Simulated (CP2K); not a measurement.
Consider oxetane at its PBE geometry (Å).

```xyz
10

C    -0.0863    0.6317   -0.4794
C     1.0749   -0.1964    0.1062
O     0.1511   -1.0505    0.8564
C    -1.0015   -0.3341    0.2987
H    -0.1258    1.6741   -0.1450
H    -0.1865    0.6016   -1.5697
H     1.6598   -0.7803   -0.6217
H     1.7624    0.3400    0.7782
H    -1.6199    0.1136    1.0920
H    -1.6281   -0.9997   -0.3158
```

Method: CP2K XAS_TDP, all-electron GAPW, PBEh(45%), aug-cc-pVDZ, TDA, no relativity.

**Question.** Where do the O K-edge lines lie, and how strong are they?

Leading lines: O3 530.54 eV. The leading line of an atom is its first one with 35 % of the strongest within 2.5 eV of its lowest line over the strength cut. 

The first six lines of each atom with a strength over 0.0015:

```csv
atom,energy (eV),states,"strength, one atom"
O3 (bonded to 2 C),530.54,1,0.0144
,530.99,1,0.0358
,532.29,1,0.0059
,532.44,1,0.0125
,533.64,1,0.0017
,533.70,1,0.0080
```

Lines are vertical, at one geometry, with no vibrational structure. Without a correction of the core level, line positions, and the gaps between valence and Rydberg lines, follow the share of exact exchange. At this level such K lines come out 3 to 6 eV under measured ones. These values hold no scalar relativity, about 0.4 eV for O 1s. Rydberg lines, and the discretised continuum above threshold, depend on the basis and the box.

[Banner, clock and machine lines of the logs are left out without a mark of their own.]

[Logs are printed without paths, hosts, clocks, repeated set-up lines and the standing remarks that a program may print on its own settings, such as how far it seeks lower states.]

[Hosts, paths, dates, database ids (printed as entryN), source tags and the programs' standing remarks are cut or masked in the printed files.]
